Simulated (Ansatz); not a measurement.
## H on Cu(100): change of the work function

Aim: the work function of Cu(100) at several coverages of H (hollow site), and the dipole that each adsorbate carries.

Method: plane-wave DFT, PBE, Ansatz PAW, in Ansatz 0.2.0.

**1. Set-up**

The cell holds 4 atoms: 4 Cu. Cell: a = 2.553 Å, b = 2.553 Å, c = 23.415 Å, α = 90.0°, β = 90.0°, γ = 90.0°. Vacuum lies along c.

**2. The clean slab**

The bare slab comes first, as the zero from which every change is counted. The two lowest layers are held at bulk places and the upper ones relax. The dipole correction removes the false field that a one-sided slab makes across the periodic vacuum, so each face gets a flat vacuum level of its own.

The input, input.yaml:

```yaml
crystal:
  lattice:
    - [2.5526554801, 0.0, 0.0]
    - [0.0, 2.5526554801, 0.0]
    - [0.0, 0.0, 23.415]
  atoms:
    - { symbol: Cu, position: [0.5, 0.5, 0.3843689942] }
    - { symbol: Cu, position: [0.0, 0.0, 0.4614563314] }
    - { symbol: Cu, position: [0.5, 0.5, 0.5385436686] }
    - { symbol: Cu, position: [0.0, 0.0, 0.6156310058] }
kpoints:
  mp_grid: { grid: [12, 12, 1] }
hamiltonian:
  xc: pbe
scf:
  occupations: { method: fermi_dirac, width: 0.1 }
  convergence: { dr2_threshold: 1.0e-08 }
efield:
  axis: 3
  dipole_correction: true
  ramp_position: 0.97
  ramp_width: 0.06
relax:
  f_tol: 0.02
  max_steps: 60
  constraints: [{ sites: [0, 1] }]
output:
  write_potential: true
  write_density: true
  volumetric_format: npy
```

Started as:

```
ansatz run input.yaml --threads 4 --pin off --max-ram 6144MiB --backend cpu --events-out ev --progress --plain --runs-dir out
```

The program printed:

```text
Engine: ansatz 0.2.0, x86_64-unknown-linux-gnu
Pseudopotentials: kind: paw
Pseudopotential: Cu, paw, valence charge 19, recommended cutoff 420 eV (normal), Cu.paw.azcp
Functional definition: PBE
  parameter kappa = 0.804
  parameter beta = 0.066725
  exchange = pbe_x(kappa = kappa, mu = beta*pi^2/3)
  correlation = pbe_c(beta = beta)
Crystal: 4 atoms, lattice volume = 152.573 Å³
Basis set: ecut = 420 eV, 3011 PW (Γ), exchange–correlation on 36×36×320 points (8 copies of the dense FFT grid, shifted against one another)
Bands: 46, of which v1, the nominal top of the filled ones, is band 38 counted from 1 (37 counted from 0)
Symmetry: 8 space group operations
k-points: 28 of 144
Non-local potential: Cu, projectors of the file, l = 0: 3, l = 1: 2, l = 2: 3, l = 3: 1
PAW form: soft (Blöchl's): semilocal exchange-correlation on the pseudo side does not see the compensation charge
PAW one-centre angular grid: Cu, 590 points (default); XC on 64 Gauss nodes
Initial density: superposition of atomic densities (neutral atoms: chi_scale 0, normalization atom), corrected by the library's trained network
Initial wavefunctions: pseudopotential atomic-orbital guess
Functional: x = pbe(κ = 0.804, μ = 0.219515), c = pbe(β = 0.066725)
SCF iter   1: F=—  HF=-26499.487320 eV  |F-HF|=—  |Δ(HF+E_count)|=         —  Δρ=1.44e-3  dr2=1.11e-2  ethr=1.77e-3  p=0.000 e·Å  D=5.79e-14 V/Å  ΔV_dip=-0.00 eV  dr2_dipole=9.35e-9  V_vac-E_F(+/−)=4.49/4.49 eV  ⟨swp⟩=8.7  Hψ=5648  notcnv=0  defer=4
efield: sawtooth ramp at fractional position 0.9700 (set: `efield.ramp_position`, or a place that a band, a saddle search or an elastic batch's reference lends), width 0.0600; the density the first Hamiltonian is built on has a dipole p = 0.000 e·Å; the dipole correction subtracts the counter field D = 5.79e-14 V/Å, which shifts the + side's vacuum level by -0.00 eV against the − side's; the planar-averaged density in the ramp window peaks in size at 3.2e-5 e/Å³
preconditioner: auto → LDOS  [metal: Δε(μ)=0.060 eV  Ē_g=8.062 eV  σ=0.100 eV  W_gap=0.15  n_scr=18 (ndim 8)  ℏωp=19.9 eV  f_vac=0.639  D(μ)=1.29/eV (n_scr^D=8)  β→1.0]
SCF iter   2: F=—  HF=-26499.492240 eV  |F-HF|=—  |Δ(HF+E_count)|=   4.92e-3  Δρ=1.83e-3  dr2=4.23e-3  ethr=1.46e-5  p=-0.000 e·Å  D=-6.14e-6 V/Å  ΔV_dip=0.00 eV  dr2_dipole=9.00e-8  V_vac-E_F(+/−)=4.58/4.58 eV  ⟨swp⟩=2.9  Hψ=2867  notcnv=0  defer=39
SCF iter   3: F=—  HF=-26499.491943 eV  |F-HF|=—  |Δ(HF+E_count)|=   2.97e-4  Δρ=1.46e-3  dr2=1.64e-3  ethr=5.57e-6  p=-0.000 e·Å  D=-3.99e-5 V/Å  ΔV_dip=0.00 eV  dr2_dipole=2.09e-7  V_vac-E_F(+/−)=4.57/4.57 eV  ⟨swp⟩=2.5  Hψ=2210  notcnv=0  defer=39
SCF iter   4: F=—  HF=-26499.491516 eV  |F-HF|=—  |Δ(HF+E_count)|=   4.28e-4  Δρ=1.91e-4  dr2=1.24e-4  ethr=2.16e-6  p=0.000 e·Å  D=2.29e-5 V/Å  ΔV_dip=-0.00 eV  dr2_dipole=3.75e-9  V_vac-E_F(+/−)=4.57/4.57 eV  ⟨swp⟩=2.0  Hψ=1832  notcnv=0  defer=39
SCF iter   5: F=—  HF=-26499.491527 eV  |F-HF|=—  |Δ(HF+E_count)|=   1.13e-5  Δρ=1.10e-4  dr2=2.44e-5  ethr=1.63e-7  p=-0.000 e·Å  D=-1.13e-5 V/Å  ΔV_dip=0.00 eV  dr2_dipole=1.49e-9  V_vac-E_F(+/−)=4.58/4.58 eV  ⟨swp⟩=2.1  Hψ=1761  notcnv=0  defer=39
SCF iter   6: F=—  HF=-26499.491511 eV  |F-HF|=—  |Δ(HF+E_count)|=   1.59e-5  Δρ=1.05e-4  dr2=1.04e-5  ethr=3.21e-8  p=0.000 e·Å  D=2.18e-5 V/Å  ΔV_dip=-0.00 eV  dr2_dipole=1.22e-8  V_vac-E_F(+/−)=4.58/4.58 eV  ⟨swp⟩=2.0  Hψ=1843  notcnv=0  defer=39
SCF iter   7: F=—  HF=-26499.491522 eV  |F-HF|=—  |Δ(HF+E_count)|=   1.11e-5  Δρ=2.78e-5  dr2=8.10e-7  ethr=1.37e-8  p=0.000 e·Å  D=4.92e-6 V/Å  ΔV_dip=-0.00 eV  dr2_dipole=2.37e-11  V_vac-E_F(+/−)=4.58/4.58 eV  ⟨swp⟩=2.1  Hψ=1730  notcnv=0  defer=39
SCF iter   8: F=—  HF=-26499.491526 eV  |F-HF|=—  |Δ(HF+E_count)|=   4.12e-6  Δρ=2.01e-5  dr2=4.10e-7  ethr=1.07e-9  p=0.000 e·Å  D=3.53e-6 V/Å  ΔV_dip=-0.00 eV  dr2_dipole=2.39e-9  V_vac-E_F(+/−)=4.58/4.58 eV  ⟨swp⟩=2.0  Hψ=1851  notcnv=0  defer=39
SCF iter   9: F=—  HF=-26499.491526 eV  |F-HF|=—  |Δ(HF+E_count)|=   1.27e-7  Δρ=8.57e-6  dr2=8.08e-8  ethr=5.39e-10  p=0.000 e·Å  D=5.30e-7 V/Å  ΔV_dip=-0.00 eV  dr2_dipole=3.70e-10  V_vac-E_F(+/−)=4.58/4.58 eV  ⟨swp⟩=2.0  Hψ=1812  notcnv=0  defer=39
SCF iter  10: F=-26499.491526 eV  HF=-26499.491526 eV  |F-HF|=5.55e-8  |Δ(HF+E_count)|=   3.77e-8  Δρ=1.16e-6  dr2=1.63e-9  ethr=1.32e-11  p=0.000 e·Å  D=2.44e-7 V/Å  ΔV_dip=-0.00 eV  dr2_dipole=7.46e-12  V_vac-E_F(+/−)=4.58/4.58 eV  ⟨swp⟩=8.1  Hψ=9203  notcnv=0
SCF 1 converged in 10 iterations: F = -26499.491526 eV  dr2 = 1.63e-9
  greatest PAW one-centre occupation: 1.000 electrons in one spin orbital (limit 2), on the Cu atom at site 3 (counted from 0), in its partial waves of l = 0
relax step   1: F+E_penalty+E_count = -26499.49152650 eV  Δ(F+E_penalty+E_count) = +0.000e0 eV  max|allowed force component| = 2.181e-1 eV/Å  Δτ_max = 0.0000 Å  (10 SCF iters, accepted)
Initial density: handed on by an earlier stage of this run
Initial wavefunctions: those handed on with the density
iter 1 solved again at ethr=4.94e-7 eV; its pass at ethr=3.10e-3 eV (dr2=3.76e-4 eV) is discarded
SCF iter   1: F=—  HF=-26499.493642 eV  |F-HF|=—  |Δ(HF+E_count)|=         —  Δρ=7.18e-4  dr2=3.81e-4  ethr=4.94e-7  p=0.000 e·Å  D=6.52e-7 V/Å  ΔV_dip=-0.00 eV  dr2_dipole=5.33e-7  V_vac-E_F(+/−)=4.58/4.58 eV  ⟨swp⟩=2.8  Hψ=4247  notcnv=0  defer=52
efield: sawtooth ramp at fractional position 0.9700 (set: `efield.ramp_position`, or a place that a band, a saddle search or an elastic batch's reference lends), width 0.0600; the density the first Hamiltonian is built on has a dipole p = 0.000 e·Å; the dipole correction subtracts the counter field D = 6.52e-7 V/Å, which shifts the + side's vacuum level by -0.00 eV against the − side's; the planar-averaged density in the ramp window peaks in size at 2.3e-5 e/Å³
preconditioner: auto → LDOS  [metal: Δε(μ)=0.090 eV  Ē_g=8.129 eV  σ=0.100 eV  W_gap=0.22  n_scr=18 (ndim 8)  ℏωp=19.9 eV  f_vac=0.638  D(μ)=1.28/eV (n_scr^D=8)  β→1.0]
SCF iter   2: F=—  HF=-26499.493463 eV  |F-HF|=—  |Δ(HF+E_count)|=   1.79e-4  Δρ=1.93e-4  dr2=8.92e-5  ethr=4.94e-7  p=0.000 e·Å  D=2.69e-4 V/Å  ΔV_dip=-0.01 eV  dr2_dipole=1.27e-5  V_vac-E_F(+/−)=4.58/4.58 eV  ⟨swp⟩=2.1  Hψ=2198  notcnv=0  defer=52
SCF iter   3: F=—  HF=-26499.493462 eV  |F-HF|=—  |Δ(HF+E_count)|=   1.30e-6  Δρ=1.84e-4  dr2=3.53e-5  ethr=1.17e-7  p=0.000 e·Å  D=1.03e-4 V/Å  ΔV_dip=-0.00 eV  dr2_dipole=5.88e-7  V_vac-E_F(+/−)=4.58/4.58 eV  ⟨swp⟩=2.0  Hψ=1859  notcnv=0  defer=52
SCF iter   4: F=—  HF=-26499.493447 eV  |F-HF|=—  |Δ(HF+E_count)|=   1.50e-5  Δρ=9.12e-5  dr2=8.66e-6  ethr=4.64e-8  p=0.000 e·Å  D=1.63e-4 V/Å  ΔV_dip=-0.00 eV  dr2_dipole=1.05e-7  V_vac-E_F(+/−)=4.58/4.58 eV  ⟨swp⟩=2.0  Hψ=1849  notcnv=0  defer=52
SCF iter   5: F=—  HF=-26499.493458 eV  |F-HF|=—  |Δ(HF+E_count)|=   1.12e-5  Δρ=2.20e-5  dr2=5.02e-7  ethr=1.14e-8  p=0.000 e·Å  D=1.56e-4 V/Å  ΔV_dip=-0.00 eV  dr2_dipole=1.16e-8  V_vac-E_F(+/−)=4.58/4.58 eV  ⟨swp⟩=2.0  Hψ=1795  notcnv=0  defer=52
SCF iter   6: F=—  HF=-26499.493458 eV  |F-HF|=—  |Δ(HF+E_count)|=   2.31e-7  Δρ=1.23e-5  dr2=1.50e-7  ethr=6.61e-10  p=0.000 e·Å  D=1.63e-4 V/Å  ΔV_dip=-0.00 eV  dr2_dipole=2.73e-9  V_vac-E_F(+/−)=4.58/4.58 eV  ⟨swp⟩=2.0  Hψ=1850  notcnv=0  defer=52
SCF iter   7: F=-26499.493458 eV  HF=-26499.493458 eV  |F-HF|=8.03e-9  |Δ(HF+E_count)|=   8.21e-8  Δρ=2.24e-6  dr2=5.37e-9  ethr=1.32e-11  p=0.000 e·Å  D=1.65e-4 V/Å  ΔV_dip=-0.00 eV  dr2_dipole=6.65e-12  V_vac-E_F(+/−)=4.58/4.58 eV  ⟨swp⟩=8.1  Hψ=9402  notcnv=0
SCF 2 converged in 7 iterations: F = -26499.493458 eV  dr2 = 5.37e-9
  greatest PAW one-centre occupation: 1.000 electrons in one spin orbital (limit 2), on the Cu atom at site 0 (counted from 0), in its partial waves of l = 0
relax step   2: F+E_penalty+E_count = -26499.49345845 eV  Δ(F+E_penalty+E_count) = -1.932e-3 eV  max|allowed force component| = 1.395e-1 eV/Å  Δτ_max = 0.0117 Å  (7 SCF iters, accepted)
SCF iter   1: F=—  HF=-26499.495284 eV  |F-HF|=—  |Δ(HF+E_count)|=         —  Δρ=1.19e-3  dr2=9.92e-4  ethr=1.36e-5  p=0.000 e·Å  D=1.65e-4 V/Å  ΔV_dip=-0.00 eV  dr2_dipole=3.13e-9  V_vac-E_F(+/−)=4.58/4.58 eV  ⟨swp⟩=3.2  Hψ=3121  notcnv=0  defer=52
efield: sawtooth ramp at fractional position 0.9700 (set: `efield.ramp_position`, or a place that a band, a saddle search or an elastic batch's reference lends), width 0.0600; the density the first Hamiltonian is built on has a dipole p = 0.000 e·Å; the dipole correction subtracts the counter field D = 1.65e-4 V/Å, which shifts the + side's vacuum level by -0.00 eV against the − side's; the planar-averaged density in the ramp window peaks in size at 2.2e-5 e/Å³
preconditioner: auto → LDOS  [metal: Δε(μ)=0.088 eV  Ē_g=8.129 eV  σ=0.100 eV  W_gap=0.21  n_scr=18 (ndim 8)  ℏωp=19.9 eV  f_vac=0.638  D(μ)=1.29/eV (n_scr^D=8)  β→1.0]
SCF iter   2: F=—  HF=-26499.494826 eV  |F-HF|=—  |Δ(HF+E_count)|=   4.59e-4  Δρ=3.85e-4  dr2=2.55e-4  ethr=1.31e-6  p=0.000 e·Å  D=5.86e-4 V/Å  ΔV_dip=-0.01 eV  dr2_dipole=3.47e-5  V_vac-E_F(+/−)=4.57/4.58 eV  ⟨swp⟩=2.0  Hψ=2546  notcnv=0  defer=52
SCF iter   3: F=—  HF=-26499.494799 eV  |F-HF|=—  |Δ(HF+E_count)|=   2.71e-5  Δρ=4.05e-4  dr2=1.71e-4  ethr=3.36e-7  p=0.000 e·Å  D=4.58e-4 V/Å  ΔV_dip=-0.01 eV  dr2_dipole=3.20e-6  V_vac-E_F(+/−)=4.57/4.58 eV  ⟨swp⟩=2.2  Hψ=2080  notcnv=0  defer=52
SCF iter   4: F=—  HF=-26499.494772 eV  |F-HF|=—  |Δ(HF+E_count)|=   2.63e-5  Δρ=6.85e-5  dr2=6.36e-6  ethr=2.25e-7  p=0.000 e·Å  D=4.56e-4 V/Å  ΔV_dip=-0.01 eV  dr2_dipole=2.50e-7  V_vac-E_F(+/−)=4.57/4.58 eV  ⟨swp⟩=2.0  Hψ=1803  notcnv=0  defer=52
SCF iter   5: F=—  HF=-26499.494796 eV  |F-HF|=—  |Δ(HF+E_count)|=   2.34e-5  Δρ=2.59e-5  dr2=9.68e-7  ethr=8.37e-9  p=0.000 e·Å  D=4.76e-4 V/Å  ΔV_dip=-0.01 eV  dr2_dipole=9.10e-8  V_vac-E_F(+/−)=4.57/4.58 eV  ⟨swp⟩=2.9  Hψ=1992  notcnv=0  defer=52
SCF iter   6: F=—  HF=-26499.494796 eV  |F-HF|=—  |Δ(HF+E_count)|=   1.95e-7  Δρ=7.49e-6  dr2=6.43e-8  ethr=1.27e-9  p=0.000 e·Å  D=4.75e-4 V/Å  ΔV_dip=-0.01 eV  dr2_dipole=4.69e-9  V_vac-E_F(+/−)=4.57/4.58 eV  ⟨swp⟩=2.0  Hψ=1717  notcnv=0  defer=52
SCF iter   7: F=—  HF=-26499.494796 eV  |F-HF|=—  |Δ(HF+E_count)|=   2.24e-7  Δρ=3.81e-6  dr2=1.47e-8  ethr=1.32e-11  p=0.000 e·Å  D=4.89e-4 V/Å  ΔV_dip=-0.01 eV  dr2_dipole=1.12e-10  V_vac-E_F(+/−)=4.57/4.58 eV  ⟨swp⟩=9.8  Hψ=8984  notcnv=0
SCF iter   8: F=—  HF=-26499.494796 eV  |F-HF|=—  |Δ(HF+E_count)|=   7.57e-8  Δρ=3.61e-6  dr2=1.52e-8  ethr=1.32e-11  p=0.000 e·Å  D=4.94e-4 V/Å  ΔV_dip=-0.01 eV  dr2_dipole=3.71e-10  V_vac-E_F(+/−)=4.57/4.58 eV  ⟨swp⟩=9.1  Hψ=8387  notcnv=0
SCF iter   9: F=-26499.494796 eV  HF=-26499.494796 eV  |F-HF|=1.48e-9  |Δ(HF+E_count)|=   1.29e-8  Δρ=1.23e-6  dr2=2.57e-9  ethr=1.32e-11  p=0.000 e·Å  D=4.96e-4 V/Å  ΔV_dip=-0.01 eV  dr2_dipole=1.00e-10  V_vac-E_F(+/−)=4.57/4.58 eV  ⟨swp⟩=6.8  Hψ=8438  notcnv=0
SCF 3 converged in 9 iterations: F = -26499.494796 eV  dr2 = 2.57e-9
relax step   3: F+E_penalty+E_count = -26499.49479638 eV  Δ(F+E_penalty+E_count) = -1.338e-3 eV  max|allowed force component| = 2.096e-3 eV/Å  Δτ_max = 0.0196 Å  (9 SCF iters, accepted)
NSCF: frozen V_eff on 28 k-points
the band table was solved once a step of the walk had ended and its energy, with any forces and stress, was formed, with the checks that follow a solve (6803 applications of the Hamiltonian). They found nothing against the state; the energy, forces and stress were not computed again (output.eigenvalues in the input reference)
WARN: The output density's exchange-correlation potential varies sharply where the density is thin. Do not read a vacuum level from v_tot or v_xc, or from such a field of the output density. On a cell that repeats whose density bears no net charge and no dipole along the vacuum's axis use v_es (v_loc + v_h of the components); under efield.dipole_correction with no amplitude use v_es + v_field, which holds any externa [...]
SCF converged after 9 iterations
Free energy (F): -26499.494796 eV
Harris-Foulkes:  -26499.494796 eV  (|F-HF|=1.48e-9)
Internal energy: -26499.450325 eV  (E = F + TS)
E sigma→0 (E₀):  -26499.472561 eV
Entropy (-TS):   -0.044472 eV (-11.118 meV/atom)
Fermi energy:    2.077824 eV
Dipole field:    D = 0.000481 V/Å  (p = 0.000405 e·Å, saw-weighted, corrected)
Work function:   Φ+ = 4.5707 eV   Φ− = 4.5819 eV
Levels:          The Fermi level and band energies are counted from a zero that moves with the ramp; work functions are not
--- Per-component energies (eV) ---
  E_band       = -2536.166485
  E_kinetic    = 1198.309528
  E_local      = -168854.318464  (includes V_loc(G=0)·N_el)
  E_nonlocal   = 1567.140432
  E_hartree    = 82915.851619
  E_xc         = -355.051919
  E_vxc        = -457.887175  (∫ρ·V_xc dr)
  E_paw        = -6658.907342  (= ΣΔE_a)
  E_vpaw       = -1821.114880  (= ΣTr[D̂ρ^β])
  E_aug_tail   = 0.001125  (compensation charges beyond the density's cutoff)
  E_efield     = 0.000000  (sawtooth field / dipole correction)
  E_vefield    = -0.000313  (∫n·V_field dr)
  E_ewald      = 63687.524695
  E_smearing   = -0.044472  (= −TS)
  E_closure    = -0.000000  (closes the sum)
  Σ components = -26499.494796   (vs F -26499.494796, Δ=0.00e0)
--- Forces (eV/Å), atoms counted from 1 ---
  atom   1  Cu     0.00000000     0.00000000     0.10441412
  atom   2  Cu     0.00000000     0.00000000    -0.10661293
  atom   3  Cu     0.00000000     0.00000000     0.00010972
  atom   4  Cu    -0.00000000     0.00000000     0.00209619
  max |Σ_I F_I| component: 7.11e-6 eV/Å
--- Band table (eV; the first three rows and the last of 28) ---
  k-point 0: bands = [... 34 lower, 0.3997, 0.6183, 0.6474, 0.6474, 0.6479, 1.6164, 3.1949, 6.4525, ... 4 higher]
  k-point 1: bands = [... 34 lower, 0.4671, 0.5052, 0.5494, 0.6055, 0.6780, 1.9009, 3.5303, 6.6065, ... 4 higher]
  k-point 2: bands = [... 34 lower, 0.4625, 0.4862, 0.5546, 0.6159, 0.6727, 2.5350, 4.3478, 7.0666, ... 4 higher]
  k-point 27: bands = [... 34 lower, 1.0039, 1.0231, 4.5597, 4.5597, 6.7457, 6.7457, 9.5125, 9.5174, ... 4 higher]
--- Relaxed structure (3 steps of the walk, 3 accepted, 0 SCFs on fresh bases) ---
  F+E_penalty+E_count = -26499.49479638 eV   max|allowed force component| = 2.096e-3 eV/Å
  atoms:
    - { symbol: Cu, position: [0.5, 0.5, 0.384369] }
    - { symbol: Cu, position: [0.0, 0.0, 0.461456] }
    - { symbol: Cu, position: [0.5, 0.5, 0.539882] }
    - { symbol: Cu, position: [0, 0.0, 0.615758] }
```

It took 18 s on 4 threads of Intel Xeon at 2.70GHz, shared host; peak memory 0.54 GiB; 66 s of CPU time.

In the SCF lines HF is the Harris–Foulkes energy and dr2 the Hartree energy of the density residual, in eV; the loop may stop once dr2 is under the threshold and the program's other checks hold. Hψ counts applications of the Hamiltonian.

Relaxation path:

```csv
step,energy less that of the first step (eV),largest force component (eV/Å)
1,0.0000,0.2181
2,-0.0019,0.1395
3,-0.0033,0.0021
```

The run keeps the 8 symmetry operations that the program found, so distortions that break them were not tested.

The atoms that moved most (Å):

```csv
atom,dx,dy,dz,length
Cu3,0.000,0.000,0.031,0.031
```

Read from the output:

| Item | Value |
| --- | --- |
| energy at zero smearing | -26499.4726 eV |
| work function, upper face | 4.571 eV |
| dipole along the normal | 4.05e-4 e·Å |

Running mean over 1.805 Å of the planar mean; the ramp of the sawtooth is left out. Table of electron's electrostatic potential energy less the Fermi level by z:

```csv
z (Å),electron's electrostatic potential energy less the Fermi level (eV)
3.0,4.58
3.5,4.58
4.0,4.58
4.5,4.58
5.0,4.58
5.5,4.57
6.0,4.54
6.5,4.45
7.0,4.10
7.5,2.70
8.0,-1.44
8.5,-6.20
9.0,-8.30
9.5,-8.63
10.0,-8.72
10.5,-8.78
11.0,-8.72
11.5,-8.54
12.0,-8.55
12.5,-8.77
13.0,-8.94
13.5,-9.00
14.0,-8.80
14.5,-8.20
15.0,-5.53
15.5,-0.619
16.0,3.08
16.5,4.18
17.0,4.46
17.5,4.54
18.0,4.56
18.5,4.57
19.0,4.57
19.5,4.57
20.0,4.57
```

The relaxation took 3 steps and lowered the energy by 0.0033 eV; the largest force on the free atoms ends at 0.0021 eV/Å.

The work function of the upper face is 4.57 eV.

(Part 1 of 3 ends here.)

[Long decimals in the printed logs are rounded to 6 places.]

[Logs are printed without paths, hosts, clocks, repeated set-up lines and the standing remarks that a program may print on its own settings, such as how far it seeks lower states.]

[Hosts, paths, dates, database ids (printed as entryN), source tags and the programs' standing remarks are cut or masked in the printed files.]

[Maps of the electrostatic potential energy from Ansatz leave out the sawtooth potential of an applied field or a dipole correction, so their vacuum need not be flat; planar profiles and work functions include it.]
